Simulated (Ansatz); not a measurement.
# Rh wire along [111], 19 atoms a period: bands along the axis, part 2 of 2

Wanted: the relaxed geometry and the bands of the Rh wire along [111], 19 atoms a period.

Ansatz 0.2.0; DFT PBE, plane waves, PAW; relaxation of a wire's period; PAW set soft_1 (the session's first sound run).

So far: Set-up; Relaxing the period.

## 2. Relaxing the period (continued)

Relaxation path:

```csv
step,energy less that of the first step (eV),largest force component (eV/Å),pressure (GPa),volume (Å³)
1,0.0000,1.8754,-4.23,1057.87
2,-1.9988,0.3978,0.86,1024.80
3,-2.0740,0.1023,-0.18,1024.88
4,-2.0808,0.0310,0.00,1022.89
5,-2.0815,0.0068,0.05,1021.58
6,-2.0815,0.0026,0.03,1022.13
7*,-2.0740,0.0033,0.04,1022.13
```

Relaxation steps marked * repeat the geometry before them on a plane-wave basis chosen anew for their cell, so energy and pressure can jump there.

Forces are held to the 4 operations that the run works with; a distortion that breaks them can't arise in this run.

```csv
cell as run,before,after,change
c (Å),6.634,6.410,-3.4 %
```

The atoms that moved most (Å, along periodic axes as changes of fractional coordinates times the final cell, across vacuum about the mean position):

```csv
atom,dx,dy,dz,length
Rh5,0.130,-0.074,-0.054,0.159
Rh10,-0.130,-0.074,-0.054,0.159
Rh11,0.130,0.074,0.054,0.159
Rh16,-0.130,0.074,0.054,0.159
Rh14,0.000,-0.150,0.052,0.159
Rh8,0.000,0.150,-0.052,0.159
Rh4,-0.084,0.000,0.000,0.084
Rh17,0.084,0.000,0.000,0.084
```

Final coordinates:

```cif
data_structure
_symmetry_space_group_name_H-M 'P 1'
_symmetry_Int_Tables_number 1
_cell_length_a 12.2160
_cell_length_b 13.0540
_cell_length_c 6.4096
_cell_angle_alpha 90.000
_cell_angle_beta 90.000
_cell_angle_gamma 90.000
_cell_volume 1022.13
loop_
_atom_site_label
_atom_site_type_symbol
_atom_site_fract_x
_atom_site_fract_y
_atom_site_fract_z
_atom_site_occupancy
Rh1 Rh 0.39257 0.32581 0.00007 1
Rh2 Rh 0.50002 0.50001 0.00000 1
Rh3 Rh 0.60746 0.32581 0.00007 1
Rh4 Rh 0.71484 0.50001 0.00000 1
Rh5 Rh 0.28898 0.61409 0.32493 1
Rh6 Rh 0.38539 0.43811 0.33624 1
Rh7 Rh 0.50002 0.62366 0.33620 1
Rh8 Rh 0.50002 0.27196 0.32518 1
Rh9 Rh 0.61465 0.43811 0.33624 1
Rh10 Rh 0.71106 0.61409 0.32493 1
Rh11 Rh 0.28898 0.38594 0.67507 1
Rh12 Rh 0.38539 0.56192 0.66376 1
Rh13 Rh 0.50002 0.37637 0.66380 1
Rh14 Rh 0.50002 0.72806 0.67482 1
Rh15 Rh 0.61465 0.56192 0.66376 1
Rh16 Rh 0.71106 0.38594 0.67507 1
Rh17 Rh 0.28520 0.50001 0.00000 1
Rh18 Rh 0.39257 0.67422 0.99993 1
Rh19 Rh 0.60746 0.67422 0.99993 1
```

This step gave:

- energy at zero smearing: -121632.4769 eV
- cell length along the wire: 6.410 Å

The cell's length comes to 6.410 Å with spin left out.

## 3. Bands of the perfect wire

This step: DFT PBE, plane waves, PAW; bands of a perfect wire; PAW set soft_1 (Ansatz 0.2.0).

At the relaxed period the bands are computed along the axis; those that cross an energy going forward count the channels that a perfect wire would open there.

input.yaml

```yaml
crystal:
  lattice:
    - [12.216, 0.0, 0.0]
    - [0.0, 13.054, 0.0]
    - [0.0, 0.0, 6.4096442495]
  atoms:
    - { symbol: Rh, position: [0.39257447, 0.32581228, 6.9149e-05] }
    - { symbol: Rh, position: [0.500017925, 0.500013935, 0.0] }
    - { symbol: Rh, position: [0.60746138, 0.32581228, 6.9149e-05] }
    - { symbol: Rh, position: [0.714836998, 0.500013935, 0.0] }
    - { symbol: Rh, position: [0.288976612, 0.614089779, 0.324931509] }
    - { symbol: Rh, position: [0.385389748, 0.438105747, 0.336242366] }
    - { symbol: Rh, position: [0.500017925, 0.623657476, 0.336199369] }
    - { symbol: Rh, position: [0.500017925, 0.271964802, 0.325177569] }
    - { symbol: Rh, position: [0.614646102, 0.438105747, 0.336242366] }
    - { symbol: Rh, position: [0.711059238, 0.614089779, 0.324931509] }
    - { symbol: Rh, position: [0.288976612, 0.385938091, 0.675068491] }
    - { symbol: Rh, position: [0.385389748, 0.561922123, 0.663757634] }
    - { symbol: Rh, position: [0.500017925, 0.376370394, 0.663800631] }
    - { symbol: Rh, position: [0.500017925, 0.728063068, 0.674822431] }
    - { symbol: Rh, position: [0.614646102, 0.561922123, 0.663757634] }
    - { symbol: Rh, position: [0.711059238, 0.385938091, 0.675068491] }
    - { symbol: Rh, position: [0.285198852, 0.500013935, 0.0] }
    - { symbol: Rh, position: [0.39257447, 0.67421559, 0.999930851] }
    - { symbol: Rh, position: [0.60746138, 0.67421559, 0.999930851] }
kpoints:
  mp_grid: { grid: [1, 1, 13] }
  band_path: { path: ["Γ", Z], npoints: 90 }
scf:
  occupations: { method: fermi_dirac, width: 0.05 }
hamiltonian:
  xc: pbe
  pseudopotentials: { kind: paw, azcp: { folder: soft_1 } }
output:
  dos: { e_range: [-5, 4] }
  write_potential: true
  write_density: true
  volumetric_format: npy
```

Started as:

```console
$ ansatz run input.yaml --threads 4 --pin off --max-ram 16384MiB --backend cpu --events-out ev --progress --plain --runs-dir out
```

Numbers of over 12 decimals in the logs are rounded to 6 here.

Output:

```text
[...]
Crystal: 19 atoms, lattice volume = 1022.131 Å³
Basis set: ecut = 420 eV, 19971 PW (Γ)
Bands: 194, of which v1, the nominal top of the filled ones, is band 162 counted from 1 (161 counted from 0)
Symmetry: 4 space group operations
[...]
k-points: 7 of 13
[...]
SCF iter   1: F=—  HF=-121641.437814 eV  |F-HF|=—  |Δ(HF+E_count)|=         —  Δρ=4.62e-2  dr2=3.92e1  ethr=3.10e-3  ⟨swp⟩=8.0  Hψ=5626  notcnv=0  defer=30
[...]
SCF iter  12: F=-121632.654567 eV  HF=-121632.654567 eV  |F-HF|=3.04e-9  |Δ(HF+E_count)|=   2.90e-8  Δρ=1.12e-6  dr2=1.56e-8  ethr=3.10e-11  ⟨swp⟩=13.7  Hψ=4468  notcnv=0
SCF 1 converged in 12 iterations: F = -121632.654567 eV  dr2 = 1.56e-8
[...]
NSCF: frozen V_eff on 91 k-points
WARN: The output density's exchange-correlation potential varies sharply where the density is thin. Do not read a vacuum level from v_tot or v_xc, or from such a field of the output density. On a cell that repeats whose density bears no net charge and no dipole along the vacuum's axis use v_es (v_loc + v_h of the components); under efield.dipole_correction with no amplitude use v_es + v_field, which holds any externa [...]
SCF converged after 12 iterations
Free energy (F): -121632.654567 eV
[...]
Internal energy: -121632.299516 eV  (E = F + TS)
E sigma→0 (E₀):  -121632.477041 eV
Entropy (-TS):   -0.355051 eV (-18.687 meV/atom)
Fermi energy:    2.454434 eV
[...]
--- Band table (eV; the first three rows and the last of 7) ---
  k-point 0: bands = [... 158 lower, 2.2298, 2.4018, 2.4028, 2.4641, 2.5414, 2.5437, 2.5795, 2.6308, ... 28 higher]
  k-point 1: bands = [... 158 lower, 2.2326, 2.3809, 2.3821, 2.4678, 2.4717, 2.5471, 2.5493, 2.7638, ... 28 higher]
  k-point 2: bands = [... 158 lower, 2.2487, 2.3484, 2.3495, 2.3751, 2.4934, 2.5508, 2.5526, 2.7483, ... 28 higher]
  k-point 6: bands = [... 158 lower, 2.3590, 2.3819, 2.3820, 2.4762, 2.4820, 2.4821, 2.6816, 2.7015, ... 28 higher]
```

The job ended after 5.1 min (4 threads of Arm Neoverse V1, shared host; peak memory 9 GiB; 20 min of CPU time).

This step gave:

```yaml
energy_at_zero_smearing: -121632.4770 eV
band_gap: 0 eV
```

Electronic bands along the path, in eV, zero at the Fermi level; # counts the bands kept:

```csv
point,#51,#52,#53,#54,#55,#56,#57,#58
Γ,-0.23,-0.22,-0.05,-0.05,0.01,0.09,0.09,0.12
halfway,-0.16,-0.15,-0.09,-0.09,0.00,0.09,0.09,0.10
Z,-0.10,-0.10,-0.08,-0.08,0.02,0.02,0.02,0.22
```

Between Γ and Z the bands cross the Fermi level 2 times, so a perfect wire would conduct at least 2 G₀, with spin left out.

## 4. Results

```
cell length, PBE                                            : 6.410 Å
ballistic conductance by band crossings, a lower bound, PBE : 2 G₀
```

In words: Under PBE the cell's length is 6.41 Å, and the bands cross the Fermi level 2 times between Γ and Z, which gives a perfect wire at least 2 G₀ (opposite crossings within one step of the path cancel in such a count). No spin was allowed, though thin wires with open d shells can turn magnetic.

[Logs are printed without paths, hosts, clocks, repeated set-up lines and the standing remarks that a program may print on its own settings, such as how far it seeks lower states.]

[Hosts, paths, dates, database ids (printed as entryN), source tags and the programs' standing remarks are cut or masked in the printed files.]
